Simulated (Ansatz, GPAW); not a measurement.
**LiCuSO (model structure): optical spectrum from first principles**

Aim: the dielectric function of LiCuSO (model structure), and the optical constants that follow from it. The structure is a model built here, which may or may not match a known phase. It was built so: 1 of the 2 O atoms of the cell replaced by S in the C2/m structure of LiCuO2. The cell is first relaxed with Ansatz.

Main program and level: GPAW 26.7.0; DFT, LDA, plane-wave PAW (GPAW data sets), scalar-relativistic, RPA, optical limit.

### 1. Set-up

It takes space group Cm (No. 8, monoclinic). The conventional cell has a = 6.217 Å, b = 2.939 Å, c = 6.005 Å, α = 90.00°, β = 119.43°, γ = 90.00°. Nearest to Cu lie 2 S at 1.99 Å and 2 O at 1.99 Å. S has 2 Cu at 1.99 Å and 3 Li at 2.30 to 2.31 Å nearest. Nearest to O lie 2 Cu at 1.99 Å and 3 Li at 2.30 to 2.31 Å. Li has 3 O at 2.30 to 2.31 Å and 3 S at 2.30 to 2.31 Å nearest. 1 of the 2 O atoms of the cell replaced by S in the C2/m structure of LiCuO2. Farther neighbours and most contacts between anions are not listed.

Coordinates:

```cif
data_structure
_symmetry_space_group_name_H-M 'Cm'
_symmetry_Int_Tables_number 8
_cell_length_a 6.2167
_cell_length_b 2.9387
_cell_length_c 6.0055
_cell_angle_alpha 90.000
_cell_angle_beta 119.433
_cell_angle_gamma 90.000
_cell_volume 95.55
loop_
_atom_site_label
_atom_site_type_symbol
_atom_site_symmetry_multiplicity
_atom_site_Wyckoff_symbol
_atom_site_fract_x
_atom_site_fract_y
_atom_site_fract_z
_atom_site_occupancy
Cu1 Cu 2 a 0.00000 0.00000 0.00000 1
S1 S 2 a 0.07528 0.50000 0.25214 1
O1 O 2 a 0.92472 0.50000 0.74786 1
Li1 Li 2 a 0.00000 0.00000 0.50000 1
```

### 2. Relaxation

The structure was built or cut out here, so it is relaxed before any spectrum is computed.

This step: DFT, LDA, plane-wave PAW, default files, scalar-relativistic, relaxation (Ansatz 0.2.0).

File input.yaml:

```yaml
crystal:
  lattice:
    - [3.10835989, -1.46932525, 0.0]
    - [3.10835989, 1.46932525, 0.0]
    - [-2.95115514, 0.0, 5.23033536]
  atoms:
    - { symbol: Cu, position: [0.0, 0.0, 0.0] }
    - { symbol: S, position: [0.57527705, 0.57527705, 0.2521442] }
    - { symbol: O, position: [0.42472295, 0.42472295, 0.7478558] }
    - { symbol: Li, position: [0.0, 0.0, 0.5] }
kpoints:
  mp_grid: { grid: [9, 9, 5] }
scf:
  occupations: { method: fermi_dirac, width: 0.05 }
hamiltonian:
  xc: lda
output:
  forces: true
  stress: true
  write_density: true
  write_potential: true
  elf: true
  volumetric_format: npy
relax:
  f_tol: 0.02
  max_steps: 50
  cell: {}
```

The run is started by

```bash
$ ansatz run input.yaml --threads 1 --pin off --max-ram 4096MiB --backend cpu --events-out ev --progress --plain --runs-dir out
```

Numbers of over 12 decimals in the logs are rounded to 6 here.

Log:

```text
Engine: ansatz 0.2.0, aarch64-unknown-linux-gnu
Pseudopotentials: kind: paw
Pseudopotential: Cu, paw, valence charge 19, recommended cutoff 420 eV (normal), Cu.paw.azcp
Pseudopotential: S, paw, valence charge 6, recommended cutoff 420 eV (normal), S.paw.azcp
Pseudopotential: O, paw, valence charge 6, recommended cutoff 420 eV (normal), O.paw.azcp
Pseudopotential: Li, paw, valence charge 3, recommended cutoff 420 eV (normal), Li.paw.azcp
Functional definition: SPW92
  exchange = slater_x
  correlation = pw_c
Crystal: 4 atoms, lattice volume = 47.776 Å³
Basis set: ecut = 420 eV, 923 PW (Γ)
Bands: 21, of which v1, the nominal top of the filled ones, is band 17 counted from 1 (16 counted from 0)
Symmetry: 2 space group operations
Space group: Cm (ITA 8), of the structure as read, at distance tolerance 3.6e-5 Å
k-points: 115 of 405 (time reversal used)
Non-local potential: Cu, projectors of the file, l = 0: 3, l = 1: 2, l = 2: 3, l = 3: 1
Non-local potential: S, projectors of the file, l = 0: 2, l = 1: 2, l = 2: 2
Non-local potential: O, projectors of the file, l = 0: 2, l = 1: 2, l = 2: 1
Non-local potential: Li, projectors of the file, l = 0: 3, l = 1: 2, l = 2: 1
PAW form: soft (Blöchl's): semilocal exchange-correlation on the pseudo side does not see the compensation charge
PAW frozen core: Cu, regenerated for the run's functional, and the local potential with it (the file was generated under x = pbe(κ = 0.804, μ = 0.219515), c = pbe(β = 0.066725))
PAW frozen core: S, regenerated for the run's functional, and the local potential with it (the file was generated under x = pbe(κ = 0.804, μ = 0.219515), c = pbe(β = 0.066725))
PAW frozen core: O, regenerated for the run's functional, and the local potential with it (the file was generated under x = pbe(κ = 0.804, μ = 0.219515), c = pbe(β = 0.066725))
PAW one-centre angular grid: Cu, 590 points (default); XC on 64 Gauss nodes
PAW one-centre angular grid: S, 110 points (default); XC on 64 Gauss nodes
PAW one-centre angular grid: O, 110 points (default); XC on 64 Gauss nodes
PAW one-centre angular grid: Li, 110 points (default); XC on 64 Gauss nodes
Initial density: superposition of atomic densities (neutral atoms: chi_scale 0, normalization atom), corrected by the library's trained network
Initial wavefunctions: pseudopotential atomic-orbital guess
Functional: x = slater, c = lda
SCF iter   1: F=—  HF=-8181.899846 eV  |F-HF|=—  |Δ(HF+E_count)|=         —  Δρ=1.87e-2  dr2=1.26e-1  ethr=1.77e-3  ⟨swp⟩=5.3  Hψ=11391  notcnv=0
preconditioner: auto → Kerker (q_TF=auto, 2.578 Å⁻¹)  [metal: Δε(μ)=0.050 eV  Ē_g=10.574 eV  σ=0.050 eV  W_gap=0.24  n_scr=18 (ndim 8)  ℏωp=26.3 eV  f_vac=0.002  D(μ)=0.87/eV (n_scr^D=2)]
SCF iter   2: F=—  HF=-8181.871861 eV  |F-HF|=—  |Δ(HF+E_count)|=   2.80e-2  Δρ=7.25e-3  dr2=2.66e-2  ethr=3.72e-4  ⟨swp⟩=2.5  Hψ=4825  notcnv=0
SCF iter   3: F=—  HF=-8181.866999 eV  |F-HF|=—  |Δ(HF+E_count)|=   4.86e-3  Δρ=2.90e-3  dr2=3.12e-3  ethr=7.82e-5  ⟨swp⟩=2.9  Hψ=4044  notcnv=0
SCF iter   4: F=—  HF=-8181.866219 eV  |F-HF|=—  |Δ(HF+E_count)|=   7.80e-4  Δρ=8.85e-4  dr2=4.33e-4  ethr=9.16e-6  ⟨swp⟩=2.5  Hψ=3874  notcnv=0
SCF iter   5: F=—  HF=-8181.866112 eV  |F-HF|=—  |Δ(HF+E_count)|=   1.07e-4  Δρ=2.12e-4  dr2=4.32e-5  ethr=1.27e-6  ⟨swp⟩=1.2  Hψ=2699  notcnv=0
SCF iter   6: F=—  HF=-8181.866094 eV  |F-HF|=—  |Δ(HF+E_count)|=   1.82e-5  Δρ=5.91e-5  dr2=4.59e-6  ethr=1.27e-7  ⟨swp⟩=2.1  Hψ=3591  notcnv=0
SCF iter   7: F=—  HF=-8181.866093 eV  |F-HF|=—  |Δ(HF+E_count)|=   9.08e-7  Δρ=2.77e-5  dr2=6.39e-7  ethr=1.35e-8  ⟨swp⟩=1.5  Hψ=2992  notcnv=0
SCF iter   8: F=-8181.866093 eV  HF=-8181.866093 eV  |F-HF|=5.45e-8  |Δ(HF+E_count)|=   1.44e-7  Δρ=8.45e-6  dr2=7.64e-8  ethr=2.94e-10  ⟨swp⟩=8.3  Hψ=15326  notcnv=0
SCF 1 converged in 8 iterations: F = -8181.866093 eV  dr2 = 7.64e-8
  greatest PAW one-centre occupation: 1.000 electrons in one spin orbital (limit 2), on the Li atom at site 3 (counted from 0), in its partial waves of l = 0
relax step   1: F+E_penalty+E_count = -8181.86609256 eV  Δ(F+E_penalty+E_count) = +0.000e0 eV  max|allowed force component| = 5.154e0 eV/Å  Δτ_max = 0.0000 Å  P = +6.076 GPa  Ω = 47.776 Å³  (8 SCF iters, dr2 threshold 1.00e-7 eV, accepted)
Crystal: 4 atoms, lattice volume = 48.106 Å³
Basis set: ecut = 420 eV, 913 PW (Γ)
Initial density: handed on by an earlier stage of this run
Initial wavefunctions: those handed on with the density
iter 1 solved again at ethr=2.42e-3 eV; its pass at ethr=3.10e-3 eV (dr2=8.22e-1 eV) is discarded
SCF iter   1: F=—  HF=-8182.658524 eV  |F-HF|=—  |Δ(HF+E_count)|=         —  Δρ=3.90e-2  dr2=8.22e-1  ethr=2.42e-3  ⟨swp⟩=1.0  Hψ=16201  notcnv=0
preconditioner: auto → Kerker (q_TF=auto, 2.575 Å⁻¹)  [metal: Δε(μ)=0.012 eV  Ē_g=10.685 eV  σ=0.050 eV  W_gap=0.06  n_scr=18 (ndim 8)  ℏωp=26.2 eV  f_vac=0.000  D(μ)=1.65/eV (n_scr^D=16)]
SCF iter   2: F=—  HF=-8182.579499 eV  |F-HF|=—  |Δ(HF+E_count)|=   7.90e-2  Δρ=1.62e-2  dr2=1.91e-1  ethr=2.42e-3  ⟨swp⟩=2.0  Hψ=2848  notcnv=0
SCF iter   3: F=—  HF=-8182.552781 eV  |F-HF|=—  |Δ(HF+E_count)|=   2.67e-2  Δρ=9.23e-3  dr2=7.03e-2  ethr=5.61e-4  ⟨swp⟩=2.2  Hψ=4257  notcnv=0
SCF iter   4: F=—  HF=-8182.541786 eV  |F-HF|=—  |Δ(HF+E_count)|=   1.10e-2  Δρ=2.69e-3  dr2=9.26e-3  ethr=2.07e-4  ⟨swp⟩=2.5  Hψ=3759  notcnv=0
SCF iter   5: F=—  HF=-8182.538908 eV  |F-HF|=—  |Δ(HF+E_count)|=   2.88e-3  Δρ=9.13e-4  dr2=7.99e-4  ethr=2.72e-5  ⟨swp⟩=2.3  Hψ=3808  notcnv=0
SCF iter   6: F=—  HF=-8182.538712 eV  |F-HF|=—  |Δ(HF+E_count)|=   1.95e-4  Δρ=3.11e-4  dr2=1.23e-4  ethr=2.35e-6  ⟨swp⟩=2.5  Hψ=3764  notcnv=0
SCF iter   7: F=—  HF=-8182.538672 eV  |F-HF|=—  |Δ(HF+E_count)|=   4.08e-5  Δρ=8.30e-5  dr2=4.49e-6  ethr=3.63e-7  ⟨swp⟩=2.4  Hψ=3771  notcnv=0
SCF iter   8: F=—  HF=-8182.538672 eV  |F-HF|=—  |Δ(HF+E_count)|=   3.92e-7  Δρ=3.67e-5  dr2=8.68e-7  ethr=1.32e-8  ⟨swp⟩=2.1  Hψ=4293  notcnv=0
SCF iter   9: F=-8182.538672 eV  HF=-8182.538672 eV  |F-HF|=5.51e-8  |Δ(HF+E_count)|=   1.32e-7  Δρ=1.10e-5  dr2=7.48e-8  ethr=1.18e-9  ⟨swp⟩=9.0  Hψ=18384  notcnv=0
SCF 2 converged in 9 iterations: F = -8182.538672 eV  dr2 = 7.48e-8
relax step   2: F+E_penalty+E_count = -8182.53867187 eV  Δ(F+E_penalty+E_count) = -6.726e-1 eV  max|allowed force component| = 1.606e0 eV/Å  Δτ_max = 0.1865 Å  P = -0.043 GPa  Ω = 48.106 Å³  energy of the carried Pulay correction = -8.187e-4 eV  (9 SCF iters, dr2 threshold 4.00e-7 eV, accepted)
Crystal: 4 atoms, lattice volume = 47.546 Å³
Basis set: ecut = 420 eV, 919 PW (Γ)
iter 1 solved again at ethr=1.45e-3 eV; its pass at ethr=3.10e-3 eV (dr2=4.94e-1 eV) is discarded
[...]
relax step  21: F+E_penalty+E_count = -8182.94150588 eV  Δ(F+E_penalty+E_count) = +2.168e-4 eV  max|allowed force component| = 1.185e-2 eV/Å  Δτ_max = 0.0304 Å  P = +0.074 GPa  Ω = 47.623 Å³  energy of the carried Pulay correction = -1.269e-3 eV  (6 SCF iters, dr2 threshold 1.22e-7 eV, accepted)
relax step  22: F+E_penalty+E_count = -8182.94151142 eV  Δ(F+E_penalty+E_count) = -5.537e-6 eV  max|allowed force component| = 8.576e-3 eV/Å  Δτ_max = 0.0023 Å  P = +0.037 GPa  Ω = 47.640 Å³  energy of the carried Pulay correction = -1.314e-3 eV  (5 SCF iters, dr2 threshold 3.79e-8 eV, accepted)
relax step  23: F+E_penalty+E_count = -8182.94150764 eV  Δ(F+E_penalty+E_count) = +3.779e-6 eV  max|allowed force component| = 3.454e-3 eV/Å  Δτ_max = 0.0027 Å  P = +0.009 GPa  Ω = 47.650 Å³  energy of the carried Pulay correction = -1.339e-3 eV  (6 SCF iters, dr2 threshold 1.14e-8 eV, accepted)
relax step  24: F+E_penalty+E_count = -8182.94361365 eV  Δ(F+E_penalty+E_count) = -2.106e-3 eV  max|allowed force component| = 3.262e-3 eV/Å  Δτ_max = 0.0000 Å  P = +0.029 GPa  Ω = 47.650 Å³  stress off target by 1.58e-1 GPa  SCF on the basis re-selected at this cell (its energy is not comparable with the rows above)  (7 SCF iters)
relax step  25: F+E_penalty+E_count = -8182.94369445 eV  Δ(F+E_penalty+E_count) = -8.081e-5 eV  max|allowed force component| = 1.024e-2 eV/Å  Δτ_max = 0.0157 Å  P = +0.025 GPa  Ω = 47.753 Å³  energy of the carried Pulay correction = -2.303e-4 eV  (6 SCF iters, dr2 threshold 6.22e-8 eV, accepted)
relax step  26: F+E_penalty+E_count = -8182.94335309 eV  Δ(F+E_penalty+E_count) = +3.414e-4 eV  max|allowed force component| = 9.286e-3 eV/Å  Δτ_max = 0.0183 Å  P = -0.058 GPa  Ω = 47.936 Å³  energy of the carried Pulay correction = -6.821e-4 eV  (6 SCF iters, dr2 threshold 2.14e-8 eV, accepted)
relax step  27: F+E_penalty+E_count = -8182.94346990 eV  Δ(F+E_penalty+E_count) = -1.168e-4 eV  max|allowed force component| = 9.282e-3 eV/Å  Δτ_max = 0.0027 Å  P = +0.044 GPa  Ω = 47.892 Å³  energy of the carried Pulay correction = -5.715e-4 eV  (5 SCF iters, dr2 threshold 1.36e-8 eV, accepted)
relax step  28: F+E_penalty+E_count = -8182.94345021 eV  Δ(F+E_penalty+E_count) = +1.969e-5 eV  max|allowed force component| = 7.271e-4 eV/Å  Δτ_max = 0.0005 Å  P = -0.002 GPa  Ω = 47.902 Å³  energy of the carried Pulay correction = -5.960e-4 eV  (5 SCF iters, dr2 threshold 8.63e-9 eV, accepted)
relax step  29: F+E_penalty+E_count = -8182.94421280 eV  Δ(F+E_penalty+E_count) = -7.626e-4 eV  max|allowed force component| = 8.896e-4 eV/Å  Δτ_max = 0.0000 Å  P = +0.004 GPa  Ω = 47.902 Å³  stress off target by 6.42e-2 GPa  SCF on the basis re-selected at this cell (its energy is not comparable with the rows above)  (7 SCF iters)
relax step  30: F+E_penalty+E_count = -8182.94417921 eV  Δ(F+E_penalty+E_count) = +3.359e-5 eV  max|allowed force component| = 1.120e-3 eV/Å  Δτ_max = 0.0071 Å  P = +0.012 GPa  Ω = 47.946 Å³  energy of the carried Pulay correction = -1.007e-4 eV  (5 SCF iters, dr2 threshold 1.03e-8 eV, accepted)
relax step  31: F+E_penalty+E_count = -8182.94407412 eV  Δ(F+E_penalty+E_count) = +1.051e-4 eV  max|allowed force component| = 6.728e-4 eV/Å  Δτ_max = 0.0061 Å  P = +0.001 GPa  Ω = 47.998 Å³  energy of the carried Pulay correction = -2.225e-4 eV  (7 SCF iters, accepted)
iter 1 solved again at ethr=2.27e-7 eV; its pass at ethr=3.10e-3 eV (dr2=7.73e-5 eV) is discarded
SCF iter   1: F=—  HF=-8182.944323 eV  |F-HF|=—  |Δ(HF+E_count)|=         —  Δρ=1.50e-4  dr2=2.97e-7  ethr=2.27e-7  ⟨swp⟩=3.0  Hψ=17074  notcnv=0
preconditioner: auto → LDOS  [metal: Δε(μ)=0.018 eV  Ē_g=10.481 eV  σ=0.050 eV  W_gap=0.09  n_scr=12 (ndim 8)  ℏωp=26.3 eV  f_vac=0.042  D(μ)=1.03/eV (n_scr^D=2)  β→1.0]
SCF iter   2: F=—  HF=-8182.944335 eV  |F-HF|=—  |Δ(HF+E_count)|=   1.29e-5  Δρ=9.28e-6  dr2=3.06e-8  ethr=8.74e-10  ⟨swp⟩=2.0  Hψ=3806  notcnv=0
SCF iter   3: F=—  HF=-8182.944335 eV  |F-HF|=—  |Δ(HF+E_count)|=   2.93e-9  Δρ=6.40e-6  dr2=1.37e-8  ethr=8.99e-11  ⟨swp⟩=2.0  Hψ=3795  notcnv=0
SCF iter   4: F=—  HF=-8182.944335 eV  |F-HF|=—  |Δ(HF+E_count)|=   2.91e-9  Δρ=2.28e-6  dr2=1.81e-9  ethr=4.02e-11  ⟨swp⟩=2.0  Hψ=3438  notcnv=0
SCF iter   5: F=—  HF=-8182.944335 eV  |F-HF|=—  |Δ(HF+E_count)|=  3.75e-10  Δρ=5.29e-7  dr2=9.93e-11  ethr=5.32e-12  ⟨swp⟩=2.3  Hψ=3389  notcnv=0
SCF iter   6: F=-8182.944335 eV  HF=-8182.944335 eV  |F-HF|=6.37e-12  |Δ(HF+E_count)|=  2.09e-11  Δρ=1.10e-7  dr2=3.54e-12  ethr=1.00e-12  ⟨swp⟩=5.1  Hψ=10218  notcnv=0
SCF 32 converged in 6 iterations: F = -8182.944335 eV  dr2 = 3.54e-12
relax step  32: F+E_penalty+E_count = -8182.94433547 eV  Δ(F+E_penalty+E_count) = -2.613e-4 eV  max|allowed force component| = 6.635e-4 eV/Å  Δτ_max = 0.0000 Å  P = +0.002 GPa  Ω = 47.998 Å³  stress off target by 3.09e-2 GPa  SCF on the basis re-selected at this cell (its energy is not comparable with the rows above)  (6 SCF iters)
basis re-selected at this cell: Δ(F+E_penalty+E_count) = -2.613e-4 eV, ΔP = +0.001 GPa vs the last step (what re-selecting the basis moved, of the pressure what is left beyond the Pulay correction that the steps carried, after the strain that the cell walked since its last selection, with what the two solves' SCF thresholds leave and, on support functions, any second-order correction that the steps lacked; it is no m [...]
SCF converged after 6 iterations
Free energy (F): -8182.944335 eV
Harris-Foulkes:  -8182.944335 eV  (|F-HF|=6.37e-12)
Internal energy: -8182.935792 eV  (E = F + TS)
E sigma→0 (E₀):  -8182.940064 eV
Entropy (-TS):   -0.008544 eV (-2.136 meV/atom)
Fermi energy:    7.840189 eV
--- Per-component energies (eV) ---
  E_band       = -590.899322
  E_kinetic    = 603.142527
  E_local      = -6982.371429  (includes V_loc(G=0)·N_el)
  E_nonlocal   = 437.227402
  E_hartree    = 3079.108698
  E_xc         = -269.470407
  E_vxc        = -311.671930  (∫ρ·V_xc dr)
  E_paw        = -2322.189540  (= ΣΔE_a)
  E_vpaw       = -495.446100  (= ΣTr[D̂ρ^β])
  E_aug_tail   = 0.002741  (compensation charges beyond the density's cutoff)
  E_ewald      = -2729.085564
  E_core_change = 0.699779  (= ΣΔE_core)
  E_smearing   = -0.008544  (= −TS)
  E_closure    = 0.000000  (closes the sum)
  Σ components = -8182.944335   (vs F -8182.944335, Δ=0.00e0)
--- Forces (eV/Å), atoms counted from 1 ---
  atom   1  Cu    -0.00044458    -0.00000000    -0.00027314
  atom   2  S      0.00026264    -0.00000000     0.00032460
  atom   3  O      0.00039310     0.00000000     0.00061163
  atom   4  Li    -0.00021114     0.00000000    -0.00066359
  max |Σ_I F_I| component: 5.07e-7 eV/Å
--- Stress (GPa, compression-positive) ---
       -0.003101      -0.000000      -0.021078
       -0.000000      -0.008836       0.000000
       -0.021078       0.000000       0.017892
  P = ⅓ Tr σ = 0.0020 GPa (0.020 kbar)
--- Band table (eV; the first three rows and the last of 115) ---
  k-point 0: bands = [... 13 lower, 6.2173, 6.7353, 7.1472, 8.3369, 10.0856, 11.8898, 14.3691, 16.8422]
  k-point 1: bands = [... 13 lower, 6.0794, 6.5283, 7.1265, 8.3210, 10.1169, 12.3474, 14.3286, 16.3261]
  k-point 2: bands = [... 13 lower, 5.7433, 6.4067, 7.0936, 8.3034, 10.1669, 13.1898, 14.3064, 15.4320]
  k-point 114: bands = [... 13 lower, 5.4756, 5.8874, 6.5572, 7.1703, 8.7569, 11.7590, 15.0963, 17.1082]
--- Relaxed structure (27 steps of the walk, 26 accepted, 5 SCFs on fresh bases) ---
  F+E_penalty+E_count = -8182.94433547 eV   max|allowed force component| = 6.635e-4 eV/Å   (the final SCF, on the basis selected at the relaxed cell)
  cell:  # Å, volume = 47.9976 Å³
    - [2.945901, -1.423853, -0.465926]
    - [2.945901, 1.423853, -0.465926]
    - [-3.580911, 2.3480781930377297e-16, 6.287816]
  atoms:
    - { symbol: Cu, position: [0.020978, 0.020978, -0.044276] }
    - { symbol: S, position: [0.550515, 0.550515, 0.196029] }
    - { symbol: O, position: [0.411886, 0.411886, 0.735345] }
    - { symbol: Li, position: [0.016621, 0.016621, 0.612902] }
```

Elapsed: 7.1 min, on 1 thread of Arm Neoverse V2, shared host; peak memory 0.43 GiB.

The steps of the relaxation (22 of 32):

```
step  energy less that of the first step (eV)  largest force component (eV/Å)  pressure (GPa)  volume (Å³)
   1                                   0.0000                          5.1541            6.08        47.78
   2                                  -0.6726                          1.6058           -0.04        48.11
   4                                  -0.9407                          0.5858            0.43        47.69
   5                                  -0.9940                          0.3335            0.37        47.30
   7                                  -1.0393                          0.3783           -0.23        46.12
   8                                  -1.0435                          0.2628           -0.25        46.98
  10                                  -1.0491                          0.2573            0.56        46.14
  11                                  -1.0555                          0.0213            0.05        46.30
 13*                                  -1.0663                          0.0033            0.26        46.33
  14                                  -1.0702                          0.0368            0.24        46.67
  16                                  -1.0712                          0.0202            0.20        46.99
  17                                  -1.0710                          0.0245            0.07        47.12
 19*                                  -1.0751                          0.0016            0.11        47.10
  20                                  -1.0756                          0.0095            0.09        47.37
  22                                  -1.0754                          0.0086            0.04        47.64
  23                                  -1.0754                          0.0035            0.01        47.65
  25                                  -1.0776                          0.0102            0.02        47.75
  26                                  -1.0773                          0.0093           -0.06        47.94
  28                                  -1.0774                          0.0007            0.00        47.90
 29*                                  -1.0781                          0.0009            0.00        47.90
  31                                  -1.0780                          0.0007            0.00        48.00
 32*                                  -1.0782                          0.0007            0.00        48.00
```

Relaxation steps marked * repeat the geometry before them on a plane-wave basis chosen anew for their cell, so energy and pressure can jump there. Other such steps can lie between the rows shown. Relaxation step 10 was tried and not accepted.

Forces are held to the 2 operations that the run works with; a distortion that breaks them can't arise in this run.

```
     cell as run  before   after   change
           a (Å)   3.438   3.305   -3.9 %
           b (Å)   3.438   3.305   -3.9 %
           c (Å)   6.005   7.236  +20.5 %
           α (°)  116.38  124.31   +6.8 %
           β (°)  116.38  124.31   +6.8 %
           γ (°)   50.60   51.04   +0.9 %
volume (Å³/atom)   11.94   12.00   +0.5 %
```

The atoms that moved most (Å, as changes of fractional coordinates times the final cell):

```
atom      dx     dy      dz  length
 Li4  -0.306  0.000   0.694   0.759
 Cu1   0.282  0.000  -0.298   0.410
  S2   0.055  0.000  -0.330   0.334
  O3  -0.031  0.000  -0.067   0.073
```

The relaxed structure:

```
Cu S O Li
1.0
     2.94590   -1.42385   -0.46593
     2.94590    1.42385   -0.46593
    -3.58091    0.00000    6.28782
Cu S O Li
1 1 1 1
Direct
  0.02098 0.02098 0.95572
  0.55052 0.55052 0.19603
  0.41189 0.41189 0.73534
  0.01662 0.01662 0.61290
```

The relaxation ends with a largest force component of 6.6e-4 eV/Å and a pressure of 0.00 GPa.

(Continued in part 2 of 3.)

[Machine, clock and banner lines and Python warnings are left out of the logs.]

[Logs are printed without paths, hosts, clocks, repeated set-up lines and the standing remarks that a program may print on its own settings, such as how far it seeks lower states.]

[Hosts, paths, dates, database ids (printed as entryN), source tags and the programs' standing remarks are cut or masked in the printed files.]
